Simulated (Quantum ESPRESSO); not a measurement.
## Fe: energy against a fixed spin moment

Aim: the energy of Fe as a function of the total spin moment of its primitive cell.

Calculated with Quantum ESPRESSO 7.5; PBE; plane waves with GBRV 1.5 PBE potentials, no spin-orbit coupling.

### 1. Set-up

It takes space group Im-3m (No. 229, cubic). Conventional cell: a = 2.866 Å, b = 2.866 Å, c = 2.866 Å, α = 90.00°, β = 90.00°, γ = 90.00°. Nearest to Fe lie 8 Fe at 2.48 Å.

The lattice constants were typed from memory of published values and not checked against a source.

### 2. The free run

File pw.in:

```
&CONTROL
  calculation = 'scf'
  prefix = 'pwscf'
  outdir = './tmp'
  pseudo_dir = './pseudo'
  disk_io = 'nowf'
/
&SYSTEM
  ibrav = 0
  celldm(1) = 8
  nat = 1
  ntyp = 1
  ecutwfc = 40
  ecutrho = 280
  nbnd = 15
  occupations = 'smearing'
  smearing = 'fd'
  degauss = 0.00367493
  nspin = 2
  starting_magnetization(1) = 0.175
/
&ELECTRONS
  conv_thr = 2d-09
  electron_maxstep = 150
  mixing_beta = 0.3
/
ATOMIC_SPECIES
Fe     55.8450 fe_pbe_v1.5.uspp.F.UPF
CELL_PARAMETERS alat
  -0.3384971920736    0.3384971920736    0.3384971920736
   0.3384971920736   -0.3384971920736    0.3384971920736
   0.3384971920736    0.3384971920736   -0.3384971920736
ATOMIC_POSITIONS crystal
Fe      0.0000000000    0.0000000000    0.0000000000
K_POINTS automatic
16 16 16 0 0 0
```

Command:

```
$ OMP_NUM_THREADS=1 mpirun -n 4 pw.x -nk 4 -in pw.in > pw.out
```

Output:

```text
Program PWSCF v.7.5 starts

     Message from routine setup:
     using ibrav=0 with symmetry is DISCOURAGED, use correct ibrav instead

     K-points division:     npool     =       4
     Subspace diagonalization in iterative solution of the eigenvalue problem:

     G-vector sticks info
     --------------------
     sticks:   dense  smooth     PW     G-vecs:    dense   smooth      PW
     Sum         467     265    117                 6363     2731     767

     Using Slab Decomposition

     bravais-lattice index     =            0
     lattice parameter (alat)  =       8.0000  a.u.
     unit-cell volume          =      79.4319 (a.u.)^3
     number of atoms/cell      =            1
     number of atomic types    =            1
     number of electrons       =        16.00
     number of Kohn-Sham states=           15
     kinetic-energy cutoff     =      40.0000  Ry
     charge density cutoff     =     280.0000  Ry
     scf convergence threshold =      2.0E-09
     mixing beta               =       0.3000
     number of iterations used =            8  plain     mixing
     Exchange-correlation=  SLA  PW   PBX  PBC
                           (   1   4   3   4   0   0   0)

     celldm(1)=   8.000000  celldm(2)=   0.000000  celldm(3)=   0.000000
     celldm(4)=   0.000000  celldm(5)=   0.000000  celldm(6)=   0.000000

     crystal axes: (cart. coord. in units of alat)
               a(1) = (  -0.338497   0.338497   0.338497 )
               a(2) = (   0.338497  -0.338497   0.338497 )
               a(3) = (   0.338497   0.338497  -0.338497 )

     reciprocal axes: (cart. coord. in units 2 pi/alat)
               b(1) = (  0.000000  1.477117  1.477117 )
               b(2) = (  1.477117  0.000000  1.477117 )
               b(3) = (  1.477117  1.477117  0.000000 )

     PseudoPot. # 1 for Fe read from file:
     fe_pbe_v1.5.uspp.F.UPF
     Pseudo is Ultrasoft + core correction, Zval = 16.0
     Generated by new atomic code, or converted to UPF format
     Using radial grid of  861 points,  6 beta functions with:
                l(1) =   0
                l(2) =   0
                l(3) =   1
                l(4) =   1
                l(5) =   2
                l(6) =   2
     Q(r) pseudized with  8 coefficients,  rinner =    1.000   1.000   1.000
                                                       1.000   1.000

     atomic species   valence    mass     pseudopotential
     Fe               16.00    55.84500     Fe( 1.00)

     Starting magnetic structure
     atomic species   magnetization
     Fe              0.175

     48 Sym. Ops., with inversion, found

   Cartesian axes

     site n.     atom                  positions (alat units)
         1        Fe     tau(   1) = (   0.0000000   0.0000000   0.0000000  )

     number of k points=   145  Fermi-Dirac smearing, width (Ry)=  0.0037

     Number of k-points >= 100: set verbosity='high' to print them.

     Dense  grid:     6363 G-vectors     FFT dimensions: (  25,  25,  25)

     Smooth grid:     2731 G-vectors     FFT dimensions: (  20,  20,  20)

     Check: negative core charge=   -0.000065
     Generating pointlists ...
     new r_m :   0.2418 (alat units)  1.9348 (a.u.) for type    1

     Initial potential from superposition of free atoms

     starting charge      15.0000, renormalised to      16.0000
     Starting wfcs are   13 randomized atomic wfcs +    2 random wfcs

     Self-consistent Calculation

     iteration #  1     ecut=    40.00 Ry     beta= 0.30
     Davidson diagonalization with overlap
     ethr =  1.00E-02,  avg # of iterations =  4.2

     total energy              =    -249.86568883 Ry
     estimated scf accuracy    <       2.36056062 Ry

     total magnetization       =     2.00 Bohr mag/cell
     absolute magnetization    =     2.00 Bohr mag/cell

     iteration #  2     ecut=    40.00 Ry     beta= 0.30
     Davidson diagonalization with overlap
     ethr =  1.00E-02,  avg # of iterations =  1.9

     total energy              =    -250.33411388 Ry
     estimated scf accuracy    <       0.04762463 Ry

     total magnetization       =     2.47 Bohr mag/cell
     absolute magnetization    =     2.50 Bohr mag/cell

     iteration #  3     ecut=    40.00 Ry     beta= 0.30
     Davidson diagonalization with overlap
     ethr =  2.98E-04,  avg # of iterations =  1.4

     total energy              =    -250.34520038 Ry
     estimated scf accuracy    <       0.00355085 Ry

     total magnetization       =     2.34 Bohr mag/cell
     absolute magnetization    =     2.40 Bohr mag/cell

     [... further iterations left out ...]

     iteration #  9     ecut=    40.00 Ry     beta= 0.30
     Davidson diagonalization with overlap
     ethr =  2.55E-09,  avg # of iterations =  1.6

     total energy              =    -250.34656395 Ry
     estimated scf accuracy    <       0.00000004 Ry

     total magnetization       =     2.29 Bohr mag/cell
     absolute magnetization    =     2.43 Bohr mag/cell

     iteration # 10     ecut=    40.00 Ry     beta= 0.30
     Davidson diagonalization with overlap
     ethr =  2.50E-10,  avg # of iterations =  1.5

     total energy              =    -250.34656399 Ry
     estimated scf accuracy    <       0.00000003 Ry

     total magnetization       =     2.29 Bohr mag/cell
     absolute magnetization    =     2.43 Bohr mag/cell

     iteration # 11     ecut=    40.00 Ry     beta= 0.30
     Davidson diagonalization with overlap
     ethr =  2.00E-10,  avg # of iterations =  1.5

     total energy              =    -250.34656402 Ry
     estimated scf accuracy    <          3.2E-09 Ry

     total magnetization       =     2.29 Bohr mag/cell
     absolute magnetization    =     2.43 Bohr mag/cell

     iteration # 12     ecut=    40.00 Ry     beta= 0.30
     Davidson diagonalization with overlap
     ethr =  1.99E-11,  avg # of iterations =  1.4

     Magnetic moment per site  (integrated on atomic sphere of radius R)
     atom   1 (R=0.242)  charge= 14.4161  magn=  2.3510

     End of self-consistent calculation

     Number of k-points >= 100: set verbosity='high' to print the bands.

     the Fermi energy is    17.3872 ev

!    total energy              =    -250.34656404 Ry
     estimated scf accuracy    <          5.6E-11 Ry
     smearing contrib. (-TS)   =      -0.00060118 Ry
     internal energy E=F+TS    =    -250.34596287 Ry

     The total energy is F=E-TS. E is the sum of the following terms:
     one-electron contribution =    -116.63869950 Ry
     hartree contribution      =      67.52158840 Ry
     xc contribution           =     -29.21048188 Ry
     ewald contribution        =    -172.01836989 Ry

     total magnetization       =     2.29 Bohr mag/cell
     absolute magnetization    =     2.43 Bohr mag/cell

     convergence has been achieved in  12 iterations

=------------------------------------------------------------------------------=
   JOB DONE.
=------------------------------------------------------------------------------=
```

Elapsed: 4.5 s, on 4 MPI ranks of Arm Neoverse V2, shared host; peak memory 0.22 GiB; 18 s of CPU time.

Spin moment in the atom's sphere by atom:

| atom | spin moment in the atom's sphere (μB) |
| --- | --- |
| Fe1 | 2.35 |

This step gave:

```yaml
smearing_term_ts: 0.008179 eV
magnetization: 2.294 μB
absolute_magnetization: 2.426 μB
final_state: ferromagnetic
```

### 3. Moment fixed at 0 μB

The two spin channels are filled to separate Fermi energies, so that the total moment meets the target. Half of the up one less the down one is the slope dE/dM.

Edit pw.in of step 2 so:

```diff
@@ -19,3 +19,4 @@
   nspin = 2
-  starting_magnetization(1) = 0.175
+  starting_magnetization(1) = 0.0088
+  tot_magnetization = 0
 /
```

Output:

```text
     [... lines left out ...]
Program PWSCF v.7.5 starts
     [... lines left out ...]
     number of atoms/cell      =            1
     [... lines left out ...]
     number of electrons       =        16.00 (up:   8.00, down:   8.00)
     number of Kohn-Sham states=           15
     kinetic-energy cutoff     =      40.0000  Ry
     charge density cutoff     =     280.0000  Ry
     scf convergence threshold =      2.0E-09
     [... lines left out ...]
     48 Sym. Ops., with inversion, found
     [... lines left out ...]
     number of k points=   145  Fermi-Dirac smearing, width (Ry)=  0.0037
     [... lines left out ...]
     iteration # 10     ecut=    40.00 Ry     beta= 0.30
     [... lines left out ...]
     Magnetic moment per site  (integrated on atomic sphere of radius R)
     atom   1 (R=0.242)  charge= 14.4145  magn= -0.0000
     [... lines left out ...]
     the spin up/dw Fermi energies are    17.5172   17.5172 ev
!    total energy              =    -250.30293276 Ry
     estimated scf accuracy    <          1.5E-09 Ry
     smearing contrib. (-TS)   =      -0.00240064 Ry
     [... lines left out ...]
     total magnetization       =     0.00 Bohr mag/cell
     absolute magnetization    =     0.00 Bohr mag/cell
     convergence has been achieved in  10 iterations
```

Run time: 4 s. Hardware: 4 MPI ranks; peak memory 0.22 GiB.

Numbers from this step:

```yaml
magnetization: 0 μB
absolute_magnetization: 0 μB
half_the_difference_of_the_two_fermi_energies: 0 meV
largest_moment: 0 μB
```

### 4. Moment fixed at 0.344 μB

Edit pw.in of step 3 so:

```diff
@@ -14,3 +14,3 @@
   ecutrho = 280
-  nbnd = 15
+  nbnd = 16
   occupations = 'smearing'
@@ -19,4 +19,4 @@
   nspin = 2
-  starting_magnetization(1) = 0.0088
-  tot_magnetization = 0
+  starting_magnetization(1) = 0.0215
+  tot_magnetization = 0.344
 /
```

Output:

```text
     [... lines left out ...]
Program PWSCF v.7.5 starts
     [... lines left out ...]
     number of atoms/cell      =            1
     [... lines left out ...]
     number of electrons       =        16.00 (up:   8.17, down:   7.83)
     number of Kohn-Sham states=           16
     kinetic-energy cutoff     =      40.0000  Ry
     charge density cutoff     =     280.0000  Ry
     scf convergence threshold =      2.0E-09
     [... lines left out ...]
     48 Sym. Ops., with inversion, found
     [... lines left out ...]
     number of k points=   145  Fermi-Dirac smearing, width (Ry)=  0.0037
     [... lines left out ...]
     iteration # 10     ecut=    40.00 Ry     beta= 0.30
     [... lines left out ...]
     Magnetic moment per site  (integrated on atomic sphere of radius R)
     atom   1 (R=0.242)  charge= 14.4149  magn=  0.3695
     [... lines left out ...]
     the spin up/dw Fermi energies are    17.3588   17.6658 ev
!    total energy              =    -250.30488866 Ry
     estimated scf accuracy    <          1.9E-09 Ry
     smearing contrib. (-TS)   =      -0.00241834 Ry
     [... lines left out ...]
     total magnetization       =     0.34 Bohr mag/cell
     absolute magnetization    =     0.40 Bohr mag/cell
     convergence has been achieved in  10 iterations
```

Run time: 4.2 s. Hardware: 4 MPI ranks; peak memory 0.22 GiB; 16 s of CPU time.

Spin moment in the atom's sphere by atom:

| atom | spin moment in the atom's sphere (μB) |
| --- | --- |
| Fe1 | 0.369 |

This step gave:

| Item | Value |
| --- | --- |
| magnetization | 0.344 μB |
| absolute magnetization | 0.403 μB |
| half the difference of the two Fermi energies | -153.5 meV |

### 5. Moment fixed at 0.688 μB

Edit pw.in of step 4 so:

```diff
@@ -19,4 +19,4 @@
   nspin = 2
-  starting_magnetization(1) = 0.0215
-  tot_magnetization = 0.344
+  starting_magnetization(1) = 0.043
+  tot_magnetization = 0.688
 /
```

Output:

```text
     [... lines left out ...]
Program PWSCF v.7.5 starts
     [... lines left out ...]
     number of atoms/cell      =            1
     [... lines left out ...]
     number of electrons       =        16.00 (up:   8.34, down:   7.66)
     number of Kohn-Sham states=           16
     kinetic-energy cutoff     =      40.0000  Ry
     charge density cutoff     =     280.0000  Ry
     scf convergence threshold =      2.0E-09
     [... lines left out ...]
     48 Sym. Ops., with inversion, found
     [... lines left out ...]
     number of k points=   145  Fermi-Dirac smearing, width (Ry)=  0.0037
     [... lines left out ...]
     iteration # 12     ecut=    40.00 Ry     beta= 0.30
     [... lines left out ...]
     Magnetic moment per site  (integrated on atomic sphere of radius R)
     atom   1 (R=0.242)  charge= 14.4155  magn=  0.7354
     [... lines left out ...]
     the spin up/dw Fermi energies are    17.2143   17.8025 ev
!    total energy              =    -250.31060730 Ry
     estimated scf accuracy    <          1.4E-10 Ry
     smearing contrib. (-TS)   =      -0.00210249 Ry
     [... lines left out ...]
     total magnetization       =     0.69 Bohr mag/cell
     absolute magnetization    =     0.80 Bohr mag/cell
     convergence has been achieved in  12 iterations
```

The job ended after 4.8 s (4 MPI ranks; peak memory 0.22 GiB).

This step gave:

```
magnetization                                 : 0.688 μB
absolute magnetization                        : 0.797 μB
half the difference of the two Fermi energies : -294.1 meV
largest moment                                : 0.7354 μB
```

### 6. E(M)

The runs not shown differ in the target, the start and the number of states alone. The point at 2.29 μB is the free run, entered with slope zero.

Table of energy over the lowest by total spin moment:

| total spin moment (μB a cell) | energy over the lowest (meV a cell) |
| --- | --- |
| 0.00 | 594 |
| 0.34 | 567 |
| 0.69 | 489 |
| 1.03 | 371 |
| 1.38 | 240 |
| 1.72 | 114 |
| 2.06 | 21.7 |
| 2.29 | 0 |
| 2.41 | 4.07 |
| 2.75 | 73.9 |
| 3.10 | 313 |

The dE/dM by total spin moment:

| total spin moment (μB a cell) | dE/dM (meV/μB) |
| --- | --- |
| 0.00 | -0.0113 |
| 0.34 | -153 |
| 0.69 | -294 |
| 1.03 | -376 |
| 1.38 | -379 |
| 1.72 | -341 |
| 2.06 | -160 |
| 2.29 | 0 |
| 2.41 | 59.2 |
| 2.75 | 415 |
| 3.10 | 938 |

The largest site moment by total spin moment:

| total spin moment (μB a cell) | largest site moment (μB) |
| --- | --- |
| 0.00 | 4.4e-6 |
| 0.34 | 0.369 |
| 0.69 | 0.735 |
| 1.03 | 1.09 |
| 1.38 | 1.45 |
| 1.72 | 1.79 |
| 2.06 | 2.14 |
| 2.29 | 2.35 |
| 2.41 | 2.46 |
| 2.75 | 2.77 |
| 3.10 | 3.04 |

### 7. What came out

| Property | Result |
| --- | --- |
| moment of the free run | 2.29 μB a cell |
| energy at zero total moment | 594 meV a cell over the lowest |
| ΔE/ΔM² from the lowest point to 2.75 and to 2.06 μB | 351 and 415 meV/μB² |

At zero total moment the site moments vanish, so the 594 meV a cell is the energy of forming them. The points show one minimum alone. The cell holds one seeded atom, so opposed orders, which may lie lower, cannot form in it.

[Logs and program files are shortened in this print: banners, set-up blocks, solver, clock and traceback lines can be left out without a mark of their own.]

[Logs are printed without paths, hosts, clocks, repeated set-up lines and the standing remarks that a program may print on its own settings, such as how far it seeks lower states.]

[Hosts, paths, dates, database ids (printed as entryN), source tags and the programs' standing remarks are cut or masked in the printed files.]

[Where a cell is said to come from a database of computed structures, the database is the Materials Project.]
